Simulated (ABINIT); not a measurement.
# A GW chain in ABINIT: SnO2 (Cassiterite), part 2 of 2

Aim: the G0W0 gap of SnO2 (Cassiterite) on PBE, step by step.

ABINIT 10.8.3; PBE and many-body steps on it, plane waves. Known limits of the many-body steps: not at the basis limit; no spin-orbit coupling; coarse k mesh.

So far. Step 2 (Ground state): The gap is direct, at Γ. Step 3 (Empty states on the mesh, 4×4×4 mesh, 129 bands): On this mesh the gap is 1.284 eV.

## (4) Screening, 4×4×4 mesh, 119 bands, screening to 130.6 eV

The RPA dielectric matrix is built and inverted for each q.

This step: RPA screening on PBE, plane waves, norm-conserving pseudopotentials.

Contents of run.abi:

```
acell 3*1.0 Angstrom
rprim 
  4.738000000000 0.000000000000 0.000000000000
  0.000000000000 4.738000000000 0.000000000000
  0.000000000000 0.000000000000 3.186500000000
ntypat 2
znucl 50 8
natom 6
typat 1 1 2 2 2 2
xred 
  0.000000000000 0.000000000000 0.000000000000
  0.500000000000 0.500000000000 0.500000000000
  0.307100000000 0.307100000000 0.000000000000
  0.192900000000 0.807100000000 0.500000000000
  0.692900000000 0.692900000000 0.000000000000
  0.807100000000 0.192900000000 0.500000000000
pp_dirpath "pseudos"
pseudos "Sn.upf, O.upf"
ecut 42
ngkpt 4 4 4
nshiftk 1
shiftk 0 0 0
kptopt 1
chksymbreak 0
istwfk *1
occopt 1
irdwfk 1
optdriver 3
nband 119
ecuteps 4.8
inclvkb 2
awtr 1
symchi 1
indata_prefix "in"
outdata_prefix "out"
tmpdata_prefix "tmp"
```

Run with:

```console
> OMP_NUM_THREADS=1 mpirun -n 8 abinit run.abi > log
```

Numbers of over 12 decimals in the logs are rounded to 6 here.

Log:

```text
.Version 10.8.3 of ABINIT. v10.8.2 released Aug 2026.

 Symmetries : space group P4_2/m n m (#136); Bravais tP (primitive tetrag.)
[... echo of the input left out ...]
== DATASET  1 ==================================================================
-   mpi_nproc: 8, omp_nthreads: 1 (-1 if OMP is not activated)

--- !DatasetInfo
iteration_state: {dtset: 1, }
dimensions: {natom: 6, nkpt: 18, mband: 119, nsppol: 1, nspinor: 1, nspden: 1, mpw: 6312, }
cutoff_energies: {ecut:  42.0, pawecutdg:  -1.0, }
electrons: {nelect:   6.80000000E+01, charge:   0.00000000E+00, occopt:   1.00000000E+00, tsmear:   1.00000000E-02, }

 SCREENING: Calculation of the susceptibility and dielectric matrices

 Based on a program developped by R.W. Godby, V. Olevano, G. Onida, and L. Reining.
 Incorporated in ABINIT by V. Olevano, G.-M. Rignanese, and M. Torrent.
.Using double precision arithmetic ; gwpc =  8

[... cell and pseudopotentials left out ...]
--------------------------------------------------------------------------------

 ==== K-mesh for the wavefunctions ====
 Number of points in the irreducible wedge :    18
[... list of points left out ...]
 Together with 16 symmetry operations and time-reversal symmetry
 yields    64 points in the full Brillouin Zone.

 ==== Q-mesh for the screening function ====
 Number of points in the irreducible wedge :    18
[... list of points left out ...]
 Together with 16 symmetry operations and time-reversal symmetry
 yields    64 points in the full Brillouin Zone.

 setmesh: FFT mesh size selected  =    36x   36x   24
          total number of points  =        31104

 vcoul_init : cutoff-mode = AUXILIARY_FUNCTION
 q-points for optical limit:   1
     1)      0.000010    0.000020    0.000030

- screening: taking advantage of time-reversal symmetry
- Maximum band index for partially occupied states nbvw = 34
- Remaining bands to be divided among processors   nbcw = 85
- Number of bands treated by each node ~10

 Number of electrons calculated from density =   68.0000; Expected =   68.0000
 average of density, n =  0.140867
 r_s =    1.1923
 omega_plasma =   36.2043 [eV]

 calculating chi0 at frequencies [eV] :
  1    0.000000E+00    0.000000E+00
  2    0.000000E+00    3.620427E+01

--------------------------------------------------------------------------------
  q-point number  1        q = ( 0.000000, 0.000000, 0.000000) [r.l.u.]
--------------------------------------------------------------------------------
[... chi0 elements left out ...]
 For q-point:  0.000010 0.000020 0.000030
  dielectric constant =   4.5936
  dielectric constant without local fields =   4.8078

  Average fulfillment of the sum rule on Im[epsilon] for q-point    1 :     46.55  [%]
[... wings left out ...]
  q-point number  2        q = ( 0.250000, 0.000000, 0.000000) [r.l.u.]
--------------------------------------------------------------------------------
[... chi0 elements left out ...]
  Average fulfillment of the sum rule on Im[epsilon] for q-point    2 :     60.68  [%]

 [... 16 further q-points ...]
```

It took 3.1 min on 8 MPI ranks of Arm Neoverse V1, shared host; peak memory 4.4 GiB; 25 min of CPU time.

Numbers from this step:

* ε∞ with local fields, on this mesh, along the program's q direction: 4.594
* the same without local fields: 4.808
* plasma frequency: 36.20 eV
* plane waves in the screening matrix: 249

Local fields lower ε∞ by 4 %. On a Γ-centred mesh this coarse the value itself is usually too large, while a short band sum pulls it down.

## (5) Self-energy, 4×4×4 mesh, 119 bands, screening to 130.6 eV

The self-energy is evaluated for the states that the input lists, and the levels follow from it, in one-shot runs by the linearised quasiparticle equation.

This step: G0W0 on PBE, plane waves, norm-conserving pseudopotentials.

run.abi: that of step 4 with these lines changed.

```diff
@@ -27,8 +27,15 @@
 irdwfk 1
-optdriver 3
+optdriver 4
 nband 119
+gwcalctyp 0
+ecutsigx 42
+symsigma 1
+nkptgw 1
+kptgw 
+  0.0000000000 0.0000000000 0.0000000000
+bdgw 
+  32 36
 ecuteps 4.8
-inclvkb 2
-awtr 1
-symchi 1
+irdscr 1
+ppmodel 1
 indata_prefix "in"
```

Log:

```text
.Version 10.8.3 of ABINIT. v10.8.2 released Aug 2026.

 Symmetries : space group P4_2/m n m (#136); Bravais tP (primitive tetrag.)
[... echo of the input left out ...]
== DATASET  1 ==================================================================
-   mpi_nproc: 8, omp_nthreads: 1 (-1 if OMP is not activated)

--- !DatasetInfo
iteration_state: {dtset: 1, }
dimensions: {natom: 6, nkpt: 18, mband: 119, nsppol: 1, nspinor: 1, nspden: 1, mpw: 6312, }
cutoff_energies: {ecut:  42.0, pawecutdg:  -1.0, }
electrons: {nelect:   6.80000000E+01, charge:   0.00000000E+00, occopt:   1.00000000E+00, tsmear:   1.00000000E-02, }

 SIGMA: Calculation of the GW corrections

 Based on a program developped by R.W. Godby, V. Olevano, G. Onida, and L. Reining.
 Incorporated in ABINIT by V. Olevano, G.-M. Rignanese, and M. Torrent.
.Using double precision arithmetic ; gwpc =  8

[... cell and pseudopotentials left out ...]
--------------------------------------------------------------------------------

 ==== K-mesh for the wavefunctions ====
 Number of points in the irreducible wedge :    18
[... list of points left out ...]
 Together with 16 symmetry operations and time-reversal symmetry
 yields    64 points in the full Brillouin Zone.

 ==== Q-mesh for screening function ====
 Number of points in the irreducible wedge :    18
[... list of points left out ...]
 Together with 16 symmetry operations and time-reversal symmetry
 yields    64 points in the full Brillouin Zone.

 vcoul_init : cutoff-mode = AUXILIARY_FUNCTION
 q-points for optical limit:   1
     1)      0.000010    0.000020    0.000030
 setmesh: FFT mesh size selected  =    54x   54x   36
          total number of points  =       104976

 Number of electrons calculated from density =   68.0000; Expected =   68.0000
 average of density, n =  0.140867
 r_s =    1.1923
 omega_plasma =   36.2043 [eV]

 === KS Band Gaps ===
  >>>> For spin  1
   Minimum direct gap =   1.2836 [eV], located at k-point      :   0.0000  0.0000  0.0000
   Fundamental gap    =   1.2836 [eV], Top of valence bands at :   0.0000  0.0000  0.0000
                                       Bottom of conduction at :   0.0000  0.0000  0.0000
 SIGMA fundamental parameters:
 PLASMON POLE MODEL  1
 number of plane-waves for SigmaX                 6273
 number of plane-waves for SigmaC and W            249
 number of plane-waves for wavefunctions          6273
 number of bands                                   119
 number of independent spin polarizations            1
 number of spinorial components                      1
 number of k-points in IBZ                          18
 number of q-points in IBZ                          18
 number of symmetry operations                      16
 number of k-points in BZ                           64
 number of q-points in BZ                           64
 number of frequencies for dSigma/dE                 9
 frequency step for dSigma/dE [eV]                0.25
 number of omega for Sigma on real axis              0
 max omega for Sigma on real axis  [eV]           0.00
 zcut for avoiding poles [eV]                     0.10

 EPSILON^-1 parameters (SCR file):
 dimension of the eps^-1 matrix on file            249
 dimension of the eps^-1 matrix used               249
 number of plane-waves for wavefunctions          6273
 number of bands                                   119
 number of q-points in IBZ                          18
 number of frequencies                               2
 number of real frequencies                          1
 number of imag frequencies                          1

 matrix elements of self-energy operator (all in [eV])

 Perturbative Calculation

--- !SelfEnergy_ee
iteration_state: {dtset: 1, }
kpoint     : [   0.000,    0.000,    0.000, ]
spin       : 1
KS_gap     :    1.284
QP_gap     :    2.722
Delta_QP_KS:    1.438
data: !SigmaeeData |
     Band     E0 <VxcDFT>   SigX SigC(E0)      Z dSigC/dE  Sig(E)    E-E0       E
       32   6.013 -20.016 -25.535   5.062   0.794  -0.259 -20.379  -0.363   5.650
       33   6.013 -20.016 -25.535   5.062   0.794  -0.259 -20.379  -0.363   5.650
       34   6.777 -20.351 -26.231   5.401   0.793  -0.261 -20.730  -0.380   6.398
       35   8.061 -16.498 -12.586  -2.661   0.846  -0.182 -15.440   1.058   9.119
       36  12.920 -16.302 -10.641  -3.699   0.840  -0.191 -14.654   1.648  14.567

== END DATASET(S) ==============================================================
================================================================================

 -outvars: echo values of variables after computation  --------
           etotal      0.0000000000E+00
            nband         119
             nkpt          18
          spgroup         136
 [... the other variables as echoed above ...]

 Calculation completed.
```

The job ended after 8.1 s (8 MPI ranks; peak memory 2.7 GiB; 64 s of CPU time).

This step gave:

```yaml
g0w0_gap_on_the_points_computed: 2.721 eV
starting_gap_on_the_mesh: 1.284 eV
k_of_the_valence_top: 0, 0, 0
k_of_the_conduction_bottom: 0, 0, 0
z_at_the_valence_top: 0.793
z_at_the_conduction_bottom: 0.846
least_direct_g0w0_gap_on_the_computed_points: 2.721 eV
```

The gap on the mesh goes from 1.28 eV to 2.72 eV, a correction of +1.44 eV.

Limits: finite bands, cutoff and mesh; no spin-orbit coupling; coarse k mesh. v1 is the top filled band, c1 the lowest empty one. The levels before and after the correction (eV, zero at the valence-band top of each column):

```tsv
	conduction bottom	valence top
Kohn-Sham	1.28	0.00
G0W0	2.72	0.00
```

```tsv
	level	energy (eV)
Kohn-Sham	Γ v3-v2	-0.764
Kohn-Sham	Γ v1	0.000
Kohn-Sham	Γ c1	1.284
Kohn-Sham	Γ c2	6.143
G0W0	Γ v3-v2	-0.748
G0W0	Γ v1	0.000
G0W0	Γ c1	2.721
G0W0	Γ c2	8.169
```

## (6) Where the time went

Times are wall times on 8 MPI ranks of Arm Neoverse V1, shared host, good to a factor of about two.

```tsv
step	time	share	memory (GiB)
ground state	37 s	12 %	0.72
empty states on the mesh	80 s	26 %	0.79
screening	3.1 min	60 %	4.4
self-energy	8.1 s	3 %	2.7
```

## (7) Outcome

```
PBE gap              : 1.28 eV, direct
G0W0 gap on the mesh : 2.72 eV
GW settings          : 4×4×4 mesh, 119 bands, screening to 130.6 eV, Godby-Needs plasmon pole
known limits         : not at the basis limit; no spin-orbit coupling; coarse k mesh
```

What this shows: G0W0 moves the gap on the mesh from 1.28 eV to 2.72 eV (+1.44 eV), with Z of 0.79 and 0.85 at the edges. Local fields lower the RPA ε∞ on this mesh from 4.81 to 4.59; a Γ-centred mesh this coarse tends to raise both, most where the direct gap is narrow, while a short band sum lowers them. Only 1 of the mesh's irreducible points was corrected, so a valley elsewhere could overtake. The dearest step here is «screening». Against experiment, by G0W0@PBE: the gap of 2.72 eV lies −0.88 eV from the measured 3.6 eV (kind not stated, quoted 2022). The calculation has static nuclei and no excitons; a measured gap holds zero-point and thermal motion, which mostly lowers it. Against the values above the computed gap that would widen the miss. A likelier cause is too strong a screening: the start's gap is only 1.28 eV, the mesh is coarse, and one shot does not repair that. Bands and cutoff are finite, so the gap is not at the basis limit. The miss can reach some tenths of an eV and take either sign; the mesh is an error of its own. In the G0W0 run levels were corrected at 1 k point alone, so a gap called «on the mesh» is the least over those, and an edge elsewhere would be missed. The 4×4×4 mesh is coarse for this cell, which bears on the long-range parts of exchange and screening. The many-body steps are scalar-relativistic: spin-orbit coupling is not in them.

[Paths, hosts, dates, memory and timing lines, banners, echoed tables and standing remarks are left out of the program output.]

[Logs are printed without paths, hosts, clocks, repeated set-up lines and the standing remarks that a program may print on its own settings, such as how far it seeks lower states.]

[Runs of the session that timed out or met a known fault of the program may be left out.]

[No measured gap is set beside runs whose start may be inverted or whose files or cutoffs have a known fault.]

[Hosts, paths, dates, database ids (printed as entryN), source tags and the programs' standing remarks are cut or masked in the printed files.]

[G0W0 gaps are taken among the corrected bands and points alone; a level outside them can change the order at an edge.]

[Where Ansatz stands beside ABINIT at settings called matched, ABINIT's density can come from a denser mesh and the files from another edition; pairs whose starting gaps differed by over 0.03 eV were left out, so agreement reads better than it is.]
